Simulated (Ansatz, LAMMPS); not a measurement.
# Forces and charges in amorphous polythiophene with methane (capped chains of 7 units) at 380 K (258 atoms), part 2 of 2

Wanted: forces, charges and levels of amorphous polythiophene with methane (capped chains of 7 units) at 380 K (258 atoms).

Ansatz 0.2.0; Kohn-Sham DFT, r2SCAN+D4, PAW (set soft_2), plane waves.

The cell: 126 C, 28 S and 104 H. The network of contacts between molecules at the start is that of the classical potential that made the cell. The density was typed from a rule of thumb and may lie off the real one at this temperature. Sampling is at Γ alone, for a cell whose shortest periodic width is 15 Å.

So far. Step 3 (Plane-wave single point): Valence density in the bc plane at fractional x = 0.040, with atoms of C and H and S within 0.2 Å of it. It is the smooth field of the valence electrons, not physical close to the nuclei.

## Step 3: Plane-wave single point (continued)

Electrostatic potential energy in the bc plane at fractional x = 0.040, with atoms of C and H and S within 0.2 Å of it. With pseudopotentials it is smooth inside the atoms' cores, unlike the true potential.

Values in eV, 13 rows by 16 columns, each cell a mean:
```
  5  -6 -14  -6   3   5   5   4   4  -1   1   0   1   4   5   6
  4   4   5   6   5   4   3 -15 -19 -24 -20 -26  -2  -4 -18   1
  3   4   5   5   4  -7   5   0 -12   2  -4  -9   3   0  -7   3
  5   5   5   5   5   5   5   3   4   5   5   5   5   5   5   5
  5   1   1   5   6   5   5  -9  -4   5   5   6  -3  -5   5   5
  3 -19 -23  -3   5   3  -5  -6  -4  -2   5   4  -5  -4   4   5
  3  -2   2   1   3  -9 -10   0   5   5   4   4   4  -3   4   5
  5   6   5   4  -8 -25   1   5   5   5  -5  -4   5   4   5   5
  5   5 -11 -23  -1   4   6   6   5   3 -17 -19  -6   0   4   5
  0   3  -8 -16   3   6   6   6   6   3   0 -17 -17   1   2   4
-13   1   5   5   6   5   5   6   6   5   1 -27 -20   3   4   4
  4   5   6   5  -2 -13   2   6   6   6   5  -2   1   4   1   2
  6   5 -14 -11  -7 -18   2   6   6   5   5   5   5   5   4   5
```
Columns run along b (15.3 Å; values clipped at the 3rd and 97th percentile), rows up along c (15.3 Å). Atoms in or near the plane, at fractional coordinates: C at (0.17, 0.99), H at (0.11, 0.96), C at (0.32, 0.42), S at (0.19, 0.30), C at (0.12, 0.58), H at (0.48, 0.66), H at (0.07, 0.53), H at (0.18, 0.54), C at (0.74, 0.28), C at (0.51, 0.84), H at (0.67, 0.41), H at (0.45, 0.88), H at (0.80, 0.63).

Mean intrinsic-atomic-orbital charges: C -0.23, H +0.19, S +0.35 e. The largest share in the top eV of filled states is C p (94 % of the projected weight), and in the lowest eV of empty states C p (77 % of the projected weight).

## Step 4: Local order

These statistics describe the geometry on which the runs were made.

Density 1.16 g/cm³, 13.97 Å³ an atom.

Pair distribution functions g(r), in bins of 0.2 Å:

```
r (Å)  total    C-C   C-H   C-S   H-H   H-S   S-S
 1.00   2.33   0.00  5.90  0.00  0.00  0.00  0.00
 1.20   1.46   0.00  3.71  0.00  0.00  0.00  0.00
 1.40   2.51  10.50  0.00  0.00  0.00  0.00  0.00
 1.60   0.30   0.16  0.00  1.45  0.68  0.00  0.00
 1.80   1.31   0.00  0.00  6.15  4.08  0.00  0.00
 2.00   0.21   0.00  0.37  0.00  0.41  0.00  0.00
 2.20   1.27   0.53  2.67  0.00  0.55  0.00  0.00
 2.40   0.89   2.63  0.12  0.33  1.09  0.00  0.00
 2.60   0.91   1.14  0.14  3.63  1.17  0.07  0.00
 2.80   0.93   0.02  1.01  2.48  1.05  1.05  0.00
 3.00   0.59   0.10  0.75  0.13  0.73  1.52  0.40
 3.20   0.68   0.09  0.82  0.72  0.91  1.16  1.06
 3.40   0.80   0.11  1.10  0.32  1.15  1.03  2.57
 3.60   0.85   0.60  0.62  0.47  1.00  2.89  0.00
 3.80   1.01   1.68  0.73  0.64  0.94  0.92  1.47
 4.00   0.89   0.76  0.94  0.98  0.96  0.77  0.70
 4.20   1.04   0.78  1.24  1.06  1.00  0.78  1.61
 4.40   1.00   0.75  1.19  0.67  1.02  1.07  1.53
 4.60   1.18   1.00  1.35  1.13  1.12  1.17  0.34
 4.80   1.10   1.27  1.12  1.25  0.88  0.95  0.31
 5.00   1.14   1.18  1.12  1.33  1.21  0.75  0.88
 5.20   1.06   1.18  1.04  1.12  1.00  0.91  0.95
 5.40   1.02   1.08  1.00  0.77  1.03  1.17  1.12
 5.60   1.00   0.99  1.05  0.88  0.98  1.05  0.70
 5.80   1.02   1.09  1.07  0.87  0.97  1.00  0.76
 6.00   1.02   1.25  0.96  0.96  0.99  0.91  0.61
 6.20   1.02   1.31  0.88  1.02  0.83  1.06  1.43
 6.40   0.96   0.97  0.97  1.10  0.87  0.86  1.25
```

Bonds by pair of elements; cutoffs follow the first minimum of g(r), held within bounds set by covalent radii, and pairs that aren't listed don't count as bonded:

```
pair A-B  cutoff (Å)  bonds  mean length (Å)  spread (Å)  shortest (Å)  B about A  A about B
     C-C        1.85    116             1.41       0.041          1.33       1.84       1.84
     C-H        1.34    104             1.09       0.032          1.01      0.825          1
     C-S        2.17     56             1.73       0.033          1.65      0.444          2
```

How many atoms have how many bonded neighbours:

```
element  mean    1   2    3   4
      C  3.11    0   0  112  14
      H     1  104   0    0   0
      S     2    0  28    0   0
```

Bond angles (no mean is given where the spread exceeds 20°):

```
angle  count  mean (°)  spread (°)
C-C-H    136       121         6.3
C-C-C    112       120         7.9
C-C-S    112       116         5.7
H-C-H     60       109         6.1
C-S-C     28      91.7         2.2
```

Bond length by coordination (bonds to H left out):

```
element  coordination  atoms  mean bond length (Å)
      C             3    112                  1.47
      C             4      8                  1.47
```

Rings of the network by King's shortest-path rule, up to 12 atoms, one path for each pair of neighbours; H, halogens, alkali and alkaline-earth atoms are left out, and the last column divides by all other atoms, bonded or not:

```
ring size (atoms)  rings  per network atom
                5     28             0.182
```

Counting bonds as in the table, 89 % of C atoms have 3, all H atoms have 1 and all S atoms have 2 bonded neighbours. The C-C-H angle averages 121° with a spread of 6°. All rings counted have 5 atoms.

The surroundings of C71, which bears the longest force, nearest first, numbered as they follow in the input and with coordinates relative to it.

```
atom      x      y      z  distance (Å)  bonds  intrinsic-atomic-orbital charge (e)     Fx     Fy  Fz (eV/Å)
 C71   0.00   0.00   0.00          0.00      3                                -0.21  -0.75   4.03       2.63
H103   0.55  -0.85  -0.25          1.04      1                                 0.20   0.80  -1.11      -0.35
 C72  -1.20   0.37  -0.58          1.38      3                                -0.14   0.94   0.32       0.74
 C70   0.38   0.96   1.07          1.48      3                                -0.23  -1.07  -1.55      -2.31
H102   1.29   0.79   1.60          2.20      1                                 0.19   0.22   0.37       0.53
 C69  -0.55   1.98   1.22          2.39      3                                -0.14   0.10  -0.31      -0.05
 C74  -1.78  -0.45  -1.55          2.40      3                                -0.15  -0.47  -0.01      -0.30
 S73  -1.87   1.88   0.10          2.65      2                                 0.34   0.64  -1.58      -0.46
H104  -0.42  -2.10  -1.59          2.67      1                                 0.19   0.79  -0.59       0.39
```

The column of bonds counts only the pairs C-C within 1.85 Å, C-H within 1.34 Å, C-S within 2.17 Å; other neighbours, such as metal atoms beside each other in a compound, aren't counted, and periodic images can show an atom twice.

## Step 5: What came out

| Property | Result |
| --- | --- |
| free energy per atom | -227.5945 eV/atom |
| pressure | 0.4758 GPa |
| r.m.s. force component | 0.9939 eV/Å |
| gap (highest filled to lowest empty level) | 1.502 eV |
| wall time of the 1 DFT run | 2 min |

What this shows: The highest filled and lowest empty levels differ by 1.50 eV (at Γ alone); a semilocal functional tends to put such gaps too low. It is the spacing of short capped chains, not of the long polymer. In a disordered cell it changes from sample to sample, and tail or defect levels can set it. Counting bonds as in the table, 89 % of C atoms have 3, all H atoms have 1 and all S atoms have 2 bonded neighbours.

**Limits.** The force components of 0.99 eV/Å r.m.s. reflect the temperature of the frame as well as the gap between the generating potential and DFT, above all in bond lengths inside molecules. The pressure of a single frame lacks the kinetic term.

[Logs are printed without paths, hosts, clocks, repeated set-up lines and the standing remarks that a program may print on its own settings, such as how far it seeks lower states.]

[Hosts, paths, dates, database ids (printed as entryN), source tags and the programs' standing remarks are cut or masked in the printed files.]
